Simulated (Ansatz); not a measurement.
## How many bands does the GW gap of Si3N4 (P6_3/m) need?

How do accuracy and time trade against each other in G0W0 on Si3N4 (P6_3/m)?

Calculated with Ansatz 0.2.0; G0W0 on LDA, plane waves, PAW.

Report form: the programs' logs are mostly left out.

## 1. The structure

The structure is hexagonal, space group P6_3/m (No. 176). The conventional cell has a = 7.604 Å, b = 7.604 Å, c = 2.906 Å, α = 90.00°, β = 90.00°, γ = 120.00°. Nearest to Si lie 4 N at 1.73 to 1.74 Å. N has 3 Si at 1.74 Å nearest. N has 3 Si at 1.73 Å nearest. Farther neighbours and most contacts between anions are not listed.

As a file:

```
Si N
1.0
     7.60440    0.00000    0.00000
    -3.80220    6.58560    0.00000
     0.00000    0.00000    2.90630
Si N
6 8
Direct
  0.76848 0.17456 0.25000
  0.59392 0.76848 0.75000
  0.82544 0.59392 0.25000
  0.23152 0.82544 0.75000
  0.40608 0.23152 0.25000
  0.17456 0.40608 0.75000
  0.03050 0.33024 0.25000
  0.70026 0.03050 0.75000
  0.66976 0.70026 0.25000
  0.96950 0.66976 0.75000
  0.29974 0.96950 0.25000
  0.33024 0.29974 0.75000
  0.66667 0.33333 0.25000
  0.33333 0.66667 0.75000
```

The cell and positions come from the Crystallography Open Database and are kept as given unless a step says otherwise.

## 2. 489 empty bands, screening to 130 eV

Now the one-shot GW correction: screening in the RPA, then the self-energy of the levels asked for. This step takes hard PAW files.

input.yaml

```yaml
crystal:
  lattice:
    - [7.6044, 0.0, 0.0]
    - [-3.8022, 6.5856035805, 0.0]
    - [0.0, 0.0, 2.9063]
  atoms:
    - { symbol: Si, position: [0.768477, 0.174557, 0.25] }
    - { symbol: Si, position: [0.59392, 0.768477, 0.75] }
    - { symbol: Si, position: [0.825443, 0.59392, 0.25] }
    - { symbol: Si, position: [0.231523, 0.825443, 0.75] }
    - { symbol: Si, position: [0.40608, 0.231523, 0.25] }
    - { symbol: Si, position: [0.174557, 0.40608, 0.75] }
    - { symbol: "N", position: [0.0305, 0.33024, 0.25] }
    - { symbol: "N", position: [0.70026, 0.0305, 0.75] }
    - { symbol: "N", position: [0.66976, 0.70026, 0.25] }
    - { symbol: "N", position: [0.9695, 0.66976, 0.75] }
    - { symbol: "N", position: [0.29974, 0.9695, 0.25] }
    - { symbol: "N", position: [0.33024, 0.29974, 0.75] }
    - { symbol: "N", position: [0.6666666667, 0.3333333333, 0.25] }
    - { symbol: "N", position: [0.3333333333, 0.6666666667, 0.75] }
kpoints:
  mp_grid: { grid: [6, 6, 6] }
hamiltonian:
  xc: lda
  pseudopotentials: { kind: paw, source: ansatz }
scf:
  occupations: { method: fixed }
gw:
  n_empty_bands: 489
  ecut_chi: 130.0
  qp_bands: [v4, c4]
  qp_kpoints: band_edges
  screening: { model: contour_deformation }
```

Launch:

```console
ansatz run input.yaml --threads 16 --pin off --max-ram 82944MiB --backend cuda --events-out ev --progress --plain --runs-dir out --devices 1 --max-vram 78GiB
```

It took 4 min on 1 × NVIDIA GB200 (shared by 2 runs) with 16 threads of Arm Neoverse V2, shared host; peak memory 5.3 GiB; 9.2 min of CPU time.

This step gave:

```yaml
bands_summed: 521
rpa_eps_infinity_on_this_mesh_eigenvalues: 4.083, 4.083, 4.184
plane_waves_in_the_screening_matrix: 503
q_points_in_the_mesh: 216
g0w0_gap_on_the_mesh: 5.994 eV
k_of_the_valence_top: 0, 0, 0.1667
k_of_the_conduction_bottom: 0, 0, 0
starting_gap_on_the_mesh: 4.145 eV
z_at_the_valence_top: 0.7901
z_at_the_conduction_bottom: 0.8330
least_direct_g0w0_gap_on_the_computed_points: 6.226 eV
```

The gap on the mesh goes from 4.15 eV to 5.99 eV, a correction of +1.85 eV. Between the two edge states, bare exchange in place of the xc potential would open the gap by 9.45 eV, and correlation takes back 7.60 eV.

## 3. 1005 empty bands, screening to 210 eV

Another rung: the empty bands reach about as high as the screening cutoff, so the two stay in balance.

input.yaml, as its differences from that of step 2:

```diff
@@ -28,4 +28,4 @@
 gw:
-  n_empty_bands: 489
-  ecut_chi: 130.0
+  n_empty_bands: 1005
+  ecut_chi: 210.0
   qp_bands: [v4, c4]
```

Wall time 11 min (1 × NVIDIA GB200 (shared by 2 runs) with 16 threads); peak memory 11 GiB.

Numbers from this step:

- bands summed: 1037
- RPA ε∞ on this mesh (eigenvalues): 4.077, 4.077, 4.176
- plane waves in the screening matrix: 1021
- q-points in the mesh: 216
- G0W0 gap on the mesh: 6.164 eV
- k of the valence top: 0, 0, 0.1667
- k of the conduction bottom: 0, 0, 0
- starting gap on the mesh: 4.145 eV
- Z at the valence top: 0.7872
- Z at the conduction bottom: 0.8326
- least direct G0W0 gap on the computed points: 6.386 eV

Against the run with 6×6×6 mesh, 489 empty bands, screening to 130 eV, hard PAW files, the gap moves by +0.17 eV.

## 4. Changing the k mesh: 6×6×8 mesh, 489 empty bands, screening to 130 eV, hard PAW files

A second mesh at equal bands and cutoff isolates the sampling error. Bands and cutoff differ from the step before, so it is read against an earlier run that matches them.

input.yaml, as its differences from that of step 3:

```diff
@@ -21,3 +21,3 @@
 kpoints:
-  mp_grid: { grid: [6, 6, 6] }
+  mp_grid: { grid: [6, 6, 8] }
 hamiltonian:
@@ -28,4 +28,4 @@
 gw:
-  n_empty_bands: 1005
-  ecut_chi: 210.0
+  n_empty_bands: 489
+  ecut_chi: 130.0
   qp_bands: [v4, c4]
```

Elapsed: 5.6 min, on 1 × NVIDIA GB200 (shared by 2 runs) with 16 threads; peak memory 6.2 GiB; 14 min of CPU time.

Numbers from this step:

- bands summed: 521
- RPA ε∞ on this mesh (eigenvalues): 4.083, 4.083, 4.157
- plane waves in the screening matrix: 503
- G0W0 gap on the mesh: 6.011 eV
- k of the valence top: 0, 0, 0.125
- k of the conduction bottom: 0, 0, 0
- starting gap on the mesh: 4.163 eV
- least direct G0W0 gap on the computed points: 6.222 eV

Against the run with 6×6×6 mesh, 489 empty bands, screening to 130 eV, hard PAW files, the gap moves by +0.017 eV. A band edge is found at another k point on this mesh.

## 5. The runs together

Times are wall times on 1 × NVIDIA GB200 (shared by 2 runs) with 16 threads of Arm Neoverse V2, shared host, good to a factor of about two.

| mesh | files | frequency | bands summed | cutoff (eV) | start (eV) | G0W0 (eV) | time | host memory (GiB) |
| --- | --- | --- | --- | --- | --- | --- | --- | --- |
| 6×6×6 | hard PAW | contour deformation | 521 | 130 | 4.145 | 5.994 | 4 min | 5.3 |
| 6×6×6 | hard PAW | contour deformation | 1037 | 210 | 4.145 | 6.164 | 11 min | 11 |
| 6×6×8 | hard PAW | contour deformation | 521 | 130 | 4.163 | 6.011 | 5.6 min | 6.2 |

The parts of the quasiparticle energy at the two band edges (eV; QP = start + Σx + Σc − Vxc):

| run | edge | start | Σx | Σc | Vxc | Z | QP |
| --- | --- | --- | --- | --- | --- | --- | --- |
| 521 bands | valence top | 8.03 | -21.85 | 3.07 | -18.08 | 0.79 | 7.34 |
| 521 bands | conduction bottom | 12.17 | -7.18 | -4.53 | -12.86 | 0.83 | 13.33 |
| 1037 bands | valence top | 8.03 | -21.85 | 2.80 | -18.08 | 0.79 | 7.07 |
| 1037 bands | conduction bottom | 12.17 | -7.18 | -4.63 | -12.86 | 0.83 | 13.23 |

## 6. Summary of results

| Property | Result |
| --- | --- |
| 521 bands, 130 eV | 5.994 eV |
| 1037 bands, 210 eV | 6.164 eV |
| estimated limit in bands and cutoff | 6.34 eV |
| mesh and start | 6×6×6, LDA |

**Reading.** A line in one over the bands through the two rungs gives 6.34 eV, +0.17 eV from the top rung; with two points alone it is an unchecked estimate. The rungs stand 0.34 eV (521 bands) and 0.17 eV (1037 bands) from it. From 521 to 1037 bands the gap moves by +0.17 eV while the time grows 2.7-fold. Σc changes by −0.27 eV at the valence top and −0.10 eV at the conduction bottom, so the valence edge carries most of the change. On the 6×6×8 mesh in place of 6×6×6 the gap differs by +0.02 eV, of which +0.02 eV is already in the start. Gaps are over the mesh's points; an edge off the mesh would be missed.

[Paths, hosts, dates, memory and timing lines, banners, echoed tables and standing remarks are left out of the program output.]

[Logs are printed without paths, hosts, clocks, repeated set-up lines and the standing remarks that a program may print on its own settings, such as how far it seeks lower states.]

[Runs of the session that timed out or met a known fault of the program may be left out.]

[Cells called generated may have been cut or substituted from an entry of the Crystallography Open Database or the Materials Project.]

[Hosts, paths, dates, database ids (printed as entryN), source tags and the programs' standing remarks are cut or masked in the printed files.]
